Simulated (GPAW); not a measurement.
# Core-hole calculation of the Fe K edge in Fe3C (P6_322), part 3 of 3

What does one-electron theory with a core hole give for the Fe K edge of Fe3C (P6_322)?

GPAW 26.7.0; X-ray absorption from dipole matrix elements to empty bands, plane-wave PAW LDA.

So far. Step 4 (Spectrum with XCH, Fe atom 1): Main maxima below 30 eV (height): 6.0 eV (0.77) and 20.9 eV (2.08). A K edge sees empty p states. The weak features of the first eV are p character mixed into the empty d bands; the main 4p edge lies above them. Step 4 (Spectrum with XCH, Fe atom 1): The total-energy difference is 7091.41 eV. The tabulated edge of the element is 7112 eV.

## 6. Spectrum with XCH, Fe atom 1

A smaller cell brings the holes closer; here they are 4.3 Å apart.

Changed against the first core-hole run: supercell atoms from 24 to 8; the field's mesh follows (3×3×3 to 4×4×4).

Input file xas.py:

```python
import numpy as np
from ase import Atoms
from ase.parallel import parprint, paropen
from gpaw import GPAW, PW, FermiDirac, Mixer, MixerDif, setup_paths
from gpaw.test import gen
setup_paths.insert(0, '.')
gen('Fe', name='fch1s', xcname='LDA', corehole=(1, 0, 1), write_xml=True)
from gpaw.mpi import world
world.barrier()

atoms = Atoms('Fe6C2',
    cell=[[0, 0, -4.31826627],
     [-2.33096734, -4.03735386, 0],
     [-4.66193467, 0, 0]],
    scaled_positions=[[0, 0, 0.68382526],
     [0.5, 0.68382526, 0],
     [0.5, 0, 0.31617474],
     [0, 0.31617474, 0],
     [0, 0.68382526, 0.31617474],
     [0.5, 0.31617474, 0.68382526],
     [0.75, 0.33333333, 0.33333333],
     [0.25, 0.66666667, 0.66666667]],
    magmoms=[4.0, 4.0, 4.0, 4.0, 4.0, 4.0, 0.0, 0.0],
    pbc=True)
atoms.calc = calc = GPAW(legacy_gpaw=True, mode=PW(430), xc='LDA', setups={0: 'fch1s'},
    kpts={'size': (4, 4, 4), 'gamma': True}, occupations=FermiDirac(0.1),
    charge=-1, mixer=MixerDif(0.05, 8, 50), maxiter=150,
    convergence={'density': 0.0001}, txt='scf.txt')
energy = atoms.get_potential_energy() + calc.get_reference_energy()
ef = calc.get_fermi_level()
out = dict(energy=energy, fermi=ef, forces=atoms.get_forces().tolist(), magmoms=atoms.get_magnetic_moments().tolist())
parprint(f'all-electron energy {energy:.4f} eV, Fermi level {ef:.4f} eV')
ev = np.array([[calc.get_eigenvalues(k, s) for k in range(len(calc.get_ibz_k_points()))] for s in range(calc.get_number_of_spins())])
out['homo'], out['lumo'], out['counts'] = ev[ev < ef].max(), ev[ev > ef].min(), sorted(set((ev < ef).sum((0, 2)).tolist()))
out['filled'] = (ev[:, 0] < ef).sum(1).tolist()

from ase.units import Ha
from gpaw.xas import dipole_matrix_elements
nb = int(calc.get_number_of_electrons() / 2) + 82
top, nb = nb, nb + 8 + nb // 12
nscf = calc.fixed_density(kpts={'size': (4, 4, 4), 'gamma': True}, nbands=nb,
    convergence={'bands': top, 'eigenstates': 1e-5}, maxiter=60, txt='nscf.txt')
cell = atoms.cell.array
ops = [cell.T @ U.T @ np.linalg.inv(cell.T) for U in nscf.wfs.kd.symmetry.op_scc]
E = np.arange(-6, 34, 0.1)
fwhm = np.interp(E, [4, 25], [1.25, 3.5])
Y, X, zero, highest = 0, 0, 1e9, 1e9
for spin in range(nscf.get_number_of_spins()):
    wfs = nscf.wfs
    A = dipole_matrix_elements(wfs.setups[0])
    eps = np.zeros((wfs.kd.nibzkpts, nb))
    d = np.zeros((3, A.shape[1], wfs.kd.nibzkpts, nb), complex)
    for kpt in wfs.kpt_u:
        if kpt.s == spin and 0 in kpt.P_ani:
            eps[kpt.k] = kpt.eps_n * Ha
            d[:, :, kpt.k] = (kpt.weight * wfs.nspins / 2) ** 0.5 * np.inner(A, kpt.P_ani[0])
    world.sum(eps)
    world.sum(d)
    T = np.einsum('amkn,bmkn->abkn', d, d.conj()).real
    T = sum(np.einsum('ai,ijkn,bj->abkn', R, T, R) for R in ops) / len(ops)
    empty = eps > ef
    zero, highest = min(zero, eps[empty].min()), min(highest, eps[:, top - 1].min())
    lines = [(eps, T, empty)] if spin == 0 else lines + [(eps, T, empty)]
for eps, T, empty in lines:
    f = np.einsum('aakn->akn', T).reshape(3, -1)
    x = eps.ravel() - zero
    w = np.interp(x, E, fwhm) / 2.35482
    g = np.exp(-0.5 * ((E[:, None] - x) / w) ** 2) / (w * (2 * np.pi) ** 0.5)
    Y = Y + (f * empty.ravel()) @ g.T
    X = X + (f * ~empty.ravel()) @ g.T
out.update(E=E.round(2).tolist(), xas=Y.tolist(), xes=X.tolist(), zero=zero, valid=highest - zero, nk=len(eps), nb=nb)
for i in range(0, len(E), 10):
    parprint(f'{E[i]:7.2f}', *(f'{v:10.3e}' for v in Y[:, i]))
import json
with paropen('out.json', 'w') as f:
    json.dump(out, f)
```

Command:

```bash
> OMP_NUM_THREADS=1 mpirun -n 4 gpaw python xas.py
```

Numbers of over 12 decimals in the logs are rounded to 6 here.

The program printed:

```text
Input parameters:
  charge: -1
  convergence: {density: 0.0001}
  kpts: {gamma: True,
         size: (4, 4, 4)}
  maxiter: 150
  mixer: {backend: pulay,
          beta: 0.05,
          method: difference,
          nmaxold: 8,
          weight: 50}
  mode: {ecut: 430.0,
         name: pw}
  occupations: {fixmagmom: False,
                name: fermi-dirac,
                width: 0.1}
  setups: {0: fch1s}

[...]
4s:      -0.535768    -0.535906
4p:      -0.326687    -0.326805
3d:      -0.864258    -0.864759
*f:                   -0.021137
-------------------------------
all-electron energy -202374.2023 eV, Fermi level 9.8045 eV
  -6.00  6.925e-37  1.069e-36  7.332e-37
  -5.00  2.660e-28  3.855e-28  2.876e-28
  -4.00  3.072e-21  4.145e-21  3.400e-21
  -3.00  1.084e-15  1.351e-15  1.219e-15
[...]
32.00  4.931e-07  4.651e-07  5.801e-07
  33.00  5.016e-07  4.798e-07  5.669e-07
[key lines of the parts left out:]
Converged after 53 iterations.
Dipole moment: (0.049845, -0.000000, -0.000000) |e|*Ang
Free energy:   -122.143018
Fermi level: 9.80454
```

Elapsed: 3.3 min, on 4 MPI ranks of Arm Neoverse V2, shared host; peak memory 0.48 GiB.

These settings depart from the first run's and aren't meant as converged.

Against the first run the r.m.s. difference is 2 %. The highest intensity below 24 eV goes from 20.9 eV (2.08) to 20.7 eV (2.06).

| E (eV) | first run | this run |
| --- | --- | --- |
| -2.0 | 0.00 | 0.00 |
| -0.5 | 0.07 | 0.07 |
| 1.0 | 0.34 | 0.35 |
| 2.5 | 0.44 | 0.43 |
| 4.0 | 0.48 | 0.49 |
| 5.5 | 0.70 | 0.69 |
| 7.0 | 0.63 | 0.65 |
| 8.5 | 0.70 | 0.65 |
| 10.0 | 0.93 | 0.97 |
| 11.5 | 1.28 | 1.27 |
| 13.0 | 1.32 | 1.28 |
| 14.5 | 1.36 | 1.41 |
| 16.0 | 1.41 | 1.40 |
| 17.5 | 1.54 | 1.50 |
| 19.0 | 1.83 | 1.87 |
| 20.5 | 2.08 | 2.06 |
| 22.0 | 2.01 | 2.00 |
| 23.5 | 1.80 | 1.78 |
| 25.0 | 1.53 | 1.51 |
| 26.5 | 1.34 | 1.36 |
| 28.0 | 1.26 | 1.25 |
| 29.5 | 1.27 | 1.24 |
| 31.0 | 1.31 | 1.32 |

## 7. Results

| Item | Value |
| --- | --- |
| absorber and edge | Fe K, atom 1 of the ground-state input (counted from 1) |
| surroundings | 2 C at 1.93 Å (bent, 127°, site symmetry 2) |
| highest intensity below 24 eV | 20.9 eV above the zero, height 2.08 |
| photon energy of the zero (spin-polarised hole, raw) | 7091.4 eV (LDA puts this hole about 16 eV below PBE, itself good to a few eV) |

**Reading.** The Fe K edge of atom 1, with 2 C at 1.93 Å (bent, 127°, site symmetry 2), has its highest intensity of the first 24 eV at 20.9 eV above the zero, near 7112 eV in photon energy (LDA puts this hole about 16 eV below PBE, itself good to a few eV), 2.1 times the mean level of the first 20 eV (Gaussian full width 1.25 eV up to 4 eV, rising linearly to 3.5 eV at 25 eV). A cell with holes 4.3 Å apart changes the curve by 2 % r.m.s. (2 % after the best shift). At the Fe K edge of atom 1 polarisation matters most near 11.0 eV, where the curves differ by 0.7 on this scale. The hole lies in one spin channel, while the script sums the empty states of both and takes the lower zero; where the two channels are split, this blurs and shifts the curve. Quadrupole 1s→3d transitions, which feed the pre-edge, are not in the dipole spectrum. The spins start ferromagnetically in a simple order, which needn't be the measured one; gap and edge can depend on it. The holes are only 6.4 Å apart, so the shape is probably not converged with cell size; no larger cell was run here. The mesh is coarse (0.34 Å⁻¹ between points), so small maxima may be mesh ripples. Lifetime broadening is put in by hand, and intensities beyond about 20 eV depend on it and on the partial waves. The structure is a computed Materials Project entry and may be a hypothetical form.

[Banner, clock and machine lines of the logs are left out without a mark of their own.]

[Logs are printed without paths, hosts, clocks, repeated set-up lines and the standing remarks that a program may print on its own settings, such as how far it seeks lower states.]

[Hosts, paths, dates, database ids (printed as entryN), source tags and the programs' standing remarks are cut or masked in the printed files.]

[Lists of maxima count a maximum above −3 eV only where it reaches 4 % of the highest in the window and stands out from its surroundings by 2 % of it (1.5 % where it reaches 55 %); shoulders and weaker maxima are passed over, and of the rest the first, up to two pre-edge ones and the few strongest are named.]
